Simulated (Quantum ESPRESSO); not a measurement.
# Magnetic state of Fe from several starts

Wanted: the moments of Fe and the energy of each order that was tried.

Main program and level: Quantum ESPRESSO 7.5; PBE; plane waves with GBRV 1.5 PBE potentials, no spin-orbit coupling.

The database entry behind the starting cell differs from later determinations by our own check (an axis about 0.7 % long against later determinations), so it need not match the best structure at ambient conditions.

## (1) The starting structure

It takes space group Im-3m (No. 229, cubic). The conventional cell has a = 2.886 Å, b = 2.886 Å, c = 2.886 Å, α = 90.00°, β = 90.00°, γ = 90.00°. Nearest to Fe lie 8 Fe at 2.50 Å.

The cell comes from the Crystallography Open Database.

## (2) Run 1 (ferro +)

The signs are those of the starting moments on the seeded atoms, the atoms that are given a moment.

File pw.in:

```
&CONTROL
  calculation = 'scf'
  prefix = 'pwscf'
  outdir = './tmp'
  pseudo_dir = './pseudo'
  disk_io = 'nowf'
  tprnfor = .true.
  tstress = .true.
/
&SYSTEM
  ibrav = 0
  celldm(1) = 8
  nat = 1
  ntyp = 1
  ecutwfc = 40
  ecutrho = 280
  nbnd = 15
  occupations = 'smearing'
  smearing = 'fd'
  degauss = 0.0110248
  nspin = 2
  starting_magnetization(1) = 0.175
/
&ELECTRONS
  conv_thr = 2d-09
  electron_maxstep = 150
  mixing_beta = 0.3
/
ATOMIC_SPECIES
Fe     55.8450 fe_pbe_v1.5.uspp.F.UPF
CELL_PARAMETERS alat
  -0.3408593497294    0.3408593497294    0.3408593497294
   0.3408593497294   -0.3408593497294    0.3408593497294
   0.3408593497294    0.3408593497294   -0.3408593497294
ATOMIC_POSITIONS crystal
Fe      0.0000000000    0.0000000000    0.0000000000
K_POINTS automatic
22 22 22 0 0 0
```

Command:

```sh
> OMP_NUM_THREADS=1 mpirun -n 2 pw.x -nk 2 -in pw.in > pw.out
```

The program printed:

```text
Program PWSCF v.7.5 starts

     Message from routine setup:
     using ibrav=0 with symmetry is DISCOURAGED, use correct ibrav instead

     K-points division:     npool     =       2
     Subspace diagonalization in iterative solution of the eigenvalue problem:

     G-vector sticks info
     --------------------
     sticks:   dense  smooth     PW     G-vecs:    dense   smooth      PW
     Sum         471     265    117                 6459     2779     791

     Using Slab Decomposition

     bravais-lattice index     =            0
     lattice parameter (alat)  =       8.0000  a.u.
     unit-cell volume          =      81.1065 (a.u.)^3
     number of atoms/cell      =            1
     number of atomic types    =            1
     number of electrons       =        16.00
     number of Kohn-Sham states=           15
     kinetic-energy cutoff     =      40.0000  Ry
     charge density cutoff     =     280.0000  Ry
     scf convergence threshold =      2.0E-09
     mixing beta               =       0.3000
     number of iterations used =            8  plain     mixing
     Exchange-correlation=  SLA  PW   PBX  PBC
                           (   1   4   3   4   0   0   0)

     celldm(1)=   8.000000  celldm(2)=   0.000000  celldm(3)=   0.000000
     celldm(4)=   0.000000  celldm(5)=   0.000000  celldm(6)=   0.000000

     crystal axes: (cart. coord. in units of alat)
               a(1) = (  -0.340859   0.340859   0.340859 )
               a(2) = (   0.340859  -0.340859   0.340859 )
               a(3) = (   0.340859   0.340859  -0.340859 )

     reciprocal axes: (cart. coord. in units 2 pi/alat)
               b(1) = (  0.000000  1.466881  1.466881 )
               b(2) = (  1.466881  0.000000  1.466881 )
               b(3) = (  1.466881  1.466881  0.000000 )

     PseudoPot. # 1 for Fe read from file:
     fe_pbe_v1.5.uspp.F.UPF
     Pseudo is Ultrasoft + core correction, Zval = 16.0
     Generated by new atomic code, or converted to UPF format
     Using radial grid of  861 points,  6 beta functions with:
                l(1) =   0
                l(2) =   0
                l(3) =   1
                l(4) =   1
                l(5) =   2
                l(6) =   2
     Q(r) pseudized with  8 coefficients,  rinner =    1.000   1.000   1.000
                                                       1.000   1.000

     atomic species   valence    mass     pseudopotential
     Fe               16.00    55.84500     Fe( 1.00)

     Starting magnetic structure
     atomic species   magnetization
     Fe              0.175

     48 Sym. Ops., with inversion, found

   Cartesian axes

     site n.     atom                  positions (alat units)
         1        Fe     tau(   1) = (   0.0000000   0.0000000   0.0000000  )

     number of k points=   328  Fermi-Dirac smearing, width (Ry)=  0.0110

     Number of k-points >= 100: set verbosity='high' to print them.

     Dense  grid:     6459 G-vectors     FFT dimensions: (  25,  25,  25)

     Smooth grid:     2779 G-vectors     FFT dimensions: (  20,  20,  20)

     Check: negative core charge=   -0.000065
     Generating pointlists ...
     new r_m :   0.2435 (alat units)  1.9483 (a.u.) for type    1

     Initial potential from superposition of free atoms

     starting charge      15.0000, renormalised to      16.0000
     Starting wfcs are   13 randomized atomic wfcs +    2 random wfcs

     Self-consistent Calculation

     iteration #  1     ecut=    40.00 Ry     beta= 0.30
     Davidson diagonalization with overlap
     ethr =  1.00E-02,  avg # of iterations =  4.3

     total energy              =    -249.84683455 Ry
     estimated scf accuracy    <       2.41740987 Ry

     total magnetization       =     1.96 Bohr mag/cell
     absolute magnetization    =     1.97 Bohr mag/cell

     iteration #  2     ecut=    40.00 Ry     beta= 0.30
     Davidson diagonalization with overlap
     ethr =  1.00E-02,  avg # of iterations =  1.9

     total energy              =    -250.33438631 Ry
     estimated scf accuracy    <       0.05819327 Ry

     total magnetization       =     2.47 Bohr mag/cell
     absolute magnetization    =     2.51 Bohr mag/cell

     iteration #  3     ecut=    40.00 Ry     beta= 0.30
     Davidson diagonalization with overlap
     ethr =  3.64E-04,  avg # of iterations =  1.2

     total energy              =    -250.34705346 Ry
     estimated scf accuracy    <       0.00341968 Ry

     total magnetization       =     2.38 Bohr mag/cell
     absolute magnetization    =     2.44 Bohr mag/cell

     [... further iterations left out ...]

     iteration # 10     ecut=    40.00 Ry     beta= 0.30
     Davidson diagonalization with overlap
     ethr =  3.12E-09,  avg # of iterations =  1.5

     total energy              =    -250.34833544 Ry
     estimated scf accuracy    <       0.00000002 Ry

     total magnetization       =     2.36 Bohr mag/cell
     absolute magnetization    =     2.50 Bohr mag/cell

     iteration # 11     ecut=    40.00 Ry     beta= 0.30
     Davidson diagonalization with overlap
     ethr =  1.23E-10,  avg # of iterations =  1.0

     total energy              =    -250.34833546 Ry
     estimated scf accuracy    <       0.00000001 Ry

     total magnetization       =     2.36 Bohr mag/cell
     absolute magnetization    =     2.50 Bohr mag/cell

     iteration # 12     ecut=    40.00 Ry     beta= 0.30
     Davidson diagonalization with overlap
     ethr =  7.65E-11,  avg # of iterations =  1.0

     total energy              =    -250.34833546 Ry
     estimated scf accuracy    <          9.9E-09 Ry

     total magnetization       =     2.36 Bohr mag/cell
     absolute magnetization    =     2.50 Bohr mag/cell

     iteration # 13     ecut=    40.00 Ry     beta= 0.30
     Davidson diagonalization with overlap
     ethr =  6.21E-11,  avg # of iterations =  1.0

     Magnetic moment per site  (integrated on atomic sphere of radius R)
     atom   1 (R=0.244)  charge= 14.4325  magn=  2.4197

     End of self-consistent calculation

     Number of k-points >= 100: set verbosity='high' to print the bands.

     the Fermi energy is    17.0160 ev

!    total energy              =    -250.34833547 Ry
     estimated scf accuracy    <          5.0E-10 Ry
     smearing contrib. (-TS)   =      -0.00555213 Ry
     internal energy E=F+TS    =    -250.34278334 Ry

     The total energy is F=E-TS. E is the sum of the following terms:
     one-electron contribution =    -118.54903441 Ry
     hartree contribution      =      68.23730407 Ry
     xc contribution           =     -29.20477161 Ry
     ewald contribution        =    -170.82628139 Ry

     total magnetization       =     2.36 Bohr mag/cell
     absolute magnetization    =     2.50 Bohr mag/cell

     convergence has been achieved in  13 iterations

     Forces acting on atoms (cartesian axes, Ry/au):

     atom    1 type  1   force =     0.00000000    0.00000000    0.00000000

     Total force =     0.000000     Total SCF correction =     0.000000

     Computing stress (Cartesian axis) and pressure

          total   stress  (Ry/bohr**3)                   (kbar)     P=      -72.05
  -0.00048979  -0.00000000  -0.00000000          -72.05       -0.00       -0.00
  -0.00000000  -0.00048979  -0.00000000           -0.00      -72.05       -0.00
  -0.00000000  -0.00000000  -0.00048979           -0.00       -0.00      -72.05

=------------------------------------------------------------------------------=
   JOB DONE.
=------------------------------------------------------------------------------=
```

Run time: 22 s. Hardware: 2 MPI ranks of Arm Neoverse V1, shared host; peak memory 0.17 GiB; 43 s of CPU time.

Spin moment in the atom's sphere by atom:

| atom | spin moment in the atom's sphere (μB) |
| --- | --- |
| Fe1 | 2.42 |

Numbers from this step:

* smearing term TS: 0.07554 eV
* pressure: -7.205 GPa
* magnetization: 2.36 μB
* absolute magnetization: 2.498 μB
* final state: ferromagnetic

## (3) Run 2, typed as antiferro q=(1/2,1/2,1/2) +−

This order needs a doubled cell of 2 atoms. The wavevector q is in fractions of the reciprocal vectors of the crystal's primitive cell, as the cells of these inputs are built from it; moments change sign between cells as cos(2π q·R).

File pw.in:

```
&CONTROL
  calculation = 'scf'
  prefix = 'pwscf'
  outdir = './tmp'
  pseudo_dir = './pseudo'
  disk_io = 'nowf'
  tprnfor = .true.
  tstress = .true.
/
&SYSTEM
  ibrav = 0
  celldm(1) = 8
  nat = 2
  ntyp = 2
  ecutwfc = 40
  ecutrho = 280
  nbnd = 23
  occupations = 'smearing'
  smearing = 'fd'
  degauss = 0.0110248
  nspin = 2
  starting_magnetization(1) = 0.175
  starting_magnetization(2) = -0.175
/
&ELECTRONS
  conv_thr = 4d-09
  electron_maxstep = 150
  mixing_beta = 0.3
/
ATOMIC_SPECIES
Fe1    55.8450 fe_pbe_v1.5.uspp.F.UPF
Fe2    55.8450 fe_pbe_v1.5.uspp.F.UPF
CELL_PARAMETERS alat
  -0.6817186994587    0.6817186994587    0.6817186994587
   0.0000000000000    0.0000000000000    0.6817186994587
   0.0000000000000    0.6817186994587    0.0000000000000
ATOMIC_POSITIONS crystal
Fe1     0.0000000000    0.0000000000    0.0000000000
Fe2     0.5000000000    0.0000000000    0.0000000000
K_POINTS automatic
11 22 22 0 0 0
```

The program printed:

```text
[banner, memory and clock lines left out]
Program PWSCF v.7.5 starts

     Message from routine setup:
     using ibrav=0 with symmetry is DISCOURAGED, use correct ibrav instead

     bravais-lattice index     =            0
     lattice parameter (alat)  =       8.0000  a.u.
     unit-cell volume          =     162.2130 (a.u.)^3
     number of atoms/cell      =            2
     number of atomic types    =            2
     number of electrons       =        32.00
     number of Kohn-Sham states=           23
     kinetic-energy cutoff     =      40.0000  Ry
     charge density cutoff     =     280.0000  Ry
     scf convergence threshold =      4.0E-09
     mixing beta               =       0.3000
     number of iterations used =            8  plain     mixing
     Exchange-correlation=  SLA  PW   PBX  PBC
                           (   1   4   3   4   0   0   0)

     celldm(1)=   8.000000  celldm(2)=   0.000000  celldm(3)=   0.000000
     celldm(4)=   0.000000  celldm(5)=   0.000000  celldm(6)=   0.000000

     crystal axes: (cart. coord. in units of alat)
               a(1) = (  -0.681719   0.681719   0.681719 )
               a(2) = (   0.000000   0.000000   0.681719 )
               a(3) = (   0.000000   0.681719   0.000000 )

     reciprocal axes: (cart. coord. in units 2 pi/alat)
               b(1) = ( -1.466881  0.000000  0.000000 )
               b(2) = (  1.466881 -0.000000  1.466881 )
               b(3) = (  1.466881  1.466881 -0.000000 )

     PseudoPot. # 1 for Fe read from file:
     fe_pbe_v1.5.uspp.F.UPF
     Pseudo is Ultrasoft + core correction, Zval = 16.0

     PseudoPot. # 2 for Fe read from file:
     fe_pbe_v1.5.uspp.F.UPF
     Pseudo is Ultrasoft + core correction, Zval = 16.0

     atomic species   valence    mass     pseudopotential
     Fe1              16.00    55.84500     Fe( 1.00)
     Fe2              16.00    55.84500     Fe( 1.00)

     Starting magnetic structure
     atomic species   magnetization
     Fe1             0.175
     Fe2            -0.175

     48 Sym. Ops., with inversion, found

   Cartesian axes

     site n.     atom                  positions (alat units)
         1        Fe1    tau(   1) = (   0.0000000   0.0000000   0.0000000  )
         2        Fe2    tau(   2) = (  -0.3408593   0.3408593   0.3408593  )

     number of k points=   182  Fermi-Dirac smearing, width (Ry)=  0.0110

     Number of k-points >= 100: set verbosity='high' to print them.

     Dense  grid:    12893 G-vectors     FFT dimensions: (  54,  30,  30)

     Smooth grid:     5497 G-vectors     FFT dimensions: (  40,  24,  24)

     Check: negative core charge=   -0.000064
     Generating pointlists ...
     new r_m :   0.2435 (alat units)  1.9483 (a.u.) for type    1
     new r_m :   0.2435 (alat units)  1.9483 (a.u.) for type    2

     Initial potential from superposition of free atoms

     starting charge      30.0000, renormalised to      32.0000
     Starting wfcs are   26 randomized atomic wfcs

     Self-consistent Calculation

     iteration #  1     ecut=    40.00 Ry     beta= 0.30
     Davidson diagonalization with overlap
     ethr =  1.00E-02,  avg # of iterations =  3.0

     total energy              =    -499.72164971 Ry
     estimated scf accuracy    <       4.69178309 Ry

     total magnetization       =    -0.00 Bohr mag/cell
     absolute magnetization    =     3.74 Bohr mag/cell

     iteration #  2     ecut=    40.00 Ry     beta= 0.30
     Davidson diagonalization with overlap
     ethr =  1.00E-02,  avg # of iterations =  2.0

     total energy              =    -500.62358997 Ry
     estimated scf accuracy    <       0.04547950 Ry

     total magnetization       =     0.00 Bohr mag/cell
     absolute magnetization    =     4.55 Bohr mag/cell

     [... further iterations left out ...]

     iteration # 16     ecut=    40.00 Ry     beta= 0.30
     Davidson diagonalization with overlap
     ethr =  1.36E-11,  avg # of iterations =  1.0

     total energy              =    -500.63463890 Ry
     estimated scf accuracy    <          4.3E-09 Ry

     total magnetization       =     0.00 Bohr mag/cell
     absolute magnetization    =     4.03 Bohr mag/cell

     iteration # 17     ecut=    40.00 Ry     beta= 0.30
     Davidson diagonalization with overlap
     ethr =  1.36E-11,  avg # of iterations =  1.0

     Magnetic moment per site  (integrated on atomic sphere of radius R)
     atom   1 (R=0.244)  charge= 14.4333  magn=  1.9452
     atom   2 (R=0.244)  charge= 14.4335  magn= -1.9431

     End of self-consistent calculation

     Number of k-points >= 100: set verbosity='high' to print the bands.

     the Fermi energy is    17.3654 ev

!    total energy              =    -500.63463891 Ry
     estimated scf accuracy    <          3.5E-09 Ry
     smearing contrib. (-TS)   =      -0.02843239 Ry
     internal energy E=F+TS    =    -500.60620652 Ry

     The total energy is F=E-TS. E is the sum of the following terms:
     one-electron contribution =    -236.93414694 Ry
     hartree contribution      =     136.25319899 Ry
     xc contribution           =     -58.27269578 Ry
     ewald contribution        =    -341.65256279 Ry

     total magnetization       =     0.00 Bohr mag/cell
     absolute magnetization    =     4.03 Bohr mag/cell

     convergence has been achieved in  17 iterations

     Forces acting on atoms (cartesian axes, Ry/au):

     atom    1 type  1   force =     0.00000000    0.00000000    0.00000000
     atom    2 type  2   force =     0.00000000    0.00000000    0.00000000

     Total force =     0.000000     Total SCF correction =     0.000000

     Computing stress (Cartesian axis) and pressure

          total   stress  (Ry/bohr**3)                   (kbar)     P=      -85.82
  -0.00058342   0.00000000   0.00000000          -85.82        0.00        0.00
   0.00000000  -0.00058342  -0.00000000            0.00      -85.82       -0.00
   0.00000000  -0.00000000  -0.00058342            0.00       -0.00      -85.82
```

Wall time 99 s (2 MPI ranks); peak memory 0.24 GiB.

Spin moment in the atom's sphere by atom:

| atom | spin moment in the atom's sphere (μB) |
| --- | --- |
| Fe1 | 1.95 |
| Fe2 | -1.94 |

This step gave:

* smearing term TS: 0.3868 eV
* pressure: -8.582 GPa
* magnetization: 0 μB
* absolute magnetization: 4.033 μB
* final state: antiferromagnetic

## (4) Run 3, typed as antiferro q=(0,0,1/2) +−

This order needs a doubled cell of 2 atoms.

Changes to pw.in since step 3:

```diff
@@ -33,9 +33,9 @@
 CELL_PARAMETERS alat
-  -0.6817186994587    0.6817186994587    0.6817186994587
-   0.0000000000000    0.0000000000000    0.6817186994587
-   0.0000000000000    0.6817186994587    0.0000000000000
+  -0.3408593497294    0.3408593497294    0.3408593497294
+   0.3408593497294   -0.3408593497294    0.3408593497294
+   0.6817186994587    0.6817186994587   -0.6817186994587
 ATOMIC_POSITIONS crystal
 Fe1     0.0000000000    0.0000000000    0.0000000000
-Fe2     0.5000000000    0.0000000000    0.0000000000
+Fe2     0.0000000000    0.0000000000    0.5000000000
 K_POINTS automatic
-11 22 22 0 0 0
+22 22 11 0 0 0
```

The program printed:

```text
     [... lines left out ...]
Program PWSCF v.7.5 starts
     [... lines left out ...]
     number of atoms/cell      =            2
     [... lines left out ...]
     number of electrons       =        32.00
     number of Kohn-Sham states=           23
     kinetic-energy cutoff     =      40.0000  Ry
     charge density cutoff     =     280.0000  Ry
     scf convergence threshold =      4.0E-09
     [... lines left out ...]
      8 Sym. Ops., with inversion, found
     [... lines left out ...]
     number of k points=   798  Fermi-Dirac smearing, width (Ry)=  0.0110
     [... lines left out ...]
     iteration # 15     ecut=    40.00 Ry     beta= 0.30
     [... lines left out ...]
     Magnetic moment per site  (integrated on atomic sphere of radius R)
     atom   1 (R=0.244)  charge= 14.4278  magn=  2.1892
     atom   2 (R=0.244)  charge= 14.4278  magn= -2.1892
     [... lines left out ...]
     the Fermi energy is    17.3431 ev
!    total energy              =    -500.66543294 Ry
     estimated scf accuracy    <          1.5E-10 Ry
     smearing contrib. (-TS)   =      -0.01672581 Ry
     [... lines left out ...]
     total magnetization       =     0.00 Bohr mag/cell
     absolute magnetization    =     4.52 Bohr mag/cell
     convergence has been achieved in  15 iterations
     [... lines left out ...]
     Total force =     0.000000     Total SCF correction =     0.000000
     [... lines left out ...]
          total   stress  (Ry/bohr**3)                   (kbar)     P=      -86.22
     [... lines left out ...]
```

Elapsed: 3.4 min, on 2 MPI ranks; peak memory 0.55 GiB; 6.9 min of CPU time.

Spin moment in the atom's sphere by atom:

| atom | spin moment in the atom's sphere (μB) |
| --- | --- |
| Fe1 | 2.19 |
| Fe2 | -2.19 |

Read from the output:

```
smearing term TS       : 0.2276 eV
pressure               : -8.621 GPa
magnetization          : 0 μB
absolute magnetization : 4.519 μB
final state            : antiferromagnetic
```

## (5) Run 4 (no spin polarisation)

File pw.in:

```
&CONTROL
  calculation = 'scf'
  prefix = 'pwscf'
  outdir = './tmp'
  pseudo_dir = './pseudo'
  disk_io = 'nowf'
  tprnfor = .true.
  tstress = .true.
/
&SYSTEM
  ibrav = 0
  celldm(1) = 8
  nat = 1
  ntyp = 1
  ecutwfc = 40
  ecutrho = 280
  nbnd = 14
  occupations = 'smearing'
  smearing = 'fd'
  degauss = 0.0110248
/
&ELECTRONS
  conv_thr = 2d-09
  electron_maxstep = 150
  mixing_beta = 0.3
/
ATOMIC_SPECIES
Fe     55.8450 fe_pbe_v1.5.uspp.F.UPF
CELL_PARAMETERS alat
  -0.3408593497294    0.3408593497294    0.3408593497294
   0.3408593497294   -0.3408593497294    0.3408593497294
   0.3408593497294    0.3408593497294   -0.3408593497294
ATOMIC_POSITIONS crystal
Fe      0.0000000000    0.0000000000    0.0000000000
K_POINTS automatic
22 22 22 0 0 0
```

The program printed:

```text
     [... lines left out ...]
Program PWSCF v.7.5 starts
     [... lines left out ...]
     number of atoms/cell      =            1
     [... lines left out ...]
     number of electrons       =        16.00
     number of Kohn-Sham states=           14
     kinetic-energy cutoff     =      40.0000  Ry
     charge density cutoff     =     280.0000  Ry
     scf convergence threshold =      2.0E-09
     [... lines left out ...]
     48 Sym. Ops., with inversion, found
     [... lines left out ...]
     number of k points=   328  Fermi-Dirac smearing, width (Ry)=  0.0110
     [... lines left out ...]
     iteration # 10     ecut=    40.00 Ry     beta= 0.30
     [... lines left out ...]
     the Fermi energy is    17.0676 ev
!    total energy              =    -250.30911016 Ry
     estimated scf accuracy    <          4.2E-11 Ry
     smearing contrib. (-TS)   =      -0.01870071 Ry
     [... lines left out ...]
     convergence has been achieved in  10 iterations
     [... lines left out ...]
     Total force =     0.000000     Total SCF correction =     0.000000
     [... lines left out ...]
          total   stress  (Ry/bohr**3)                   (kbar)     P=     -246.96
     [... lines left out ...]
```

Wall time 9.2 s (2 MPI ranks); peak memory 0.13 GiB; 18 s of CPU time.

Read from the output:

* smearing term TS: 0.2544 eV
* pressure: -24.70 GPa
* final state: non-magnetic (no spin polarisation)

[end of part 1 of 2]

[Logs and program files are shortened in this print: banners, set-up blocks, solver, clock and traceback lines can be left out without a mark of their own.]

[Logs are printed without paths, hosts, clocks, repeated set-up lines and the standing remarks that a program may print on its own settings, such as how far it seeks lower states.]

[Hosts, paths, dates, database ids (printed as entryN), source tags and the programs' standing remarks are cut or masked in the printed files.]

[Where a cell is said to come from a database of computed structures, the database is the Materials Project.]
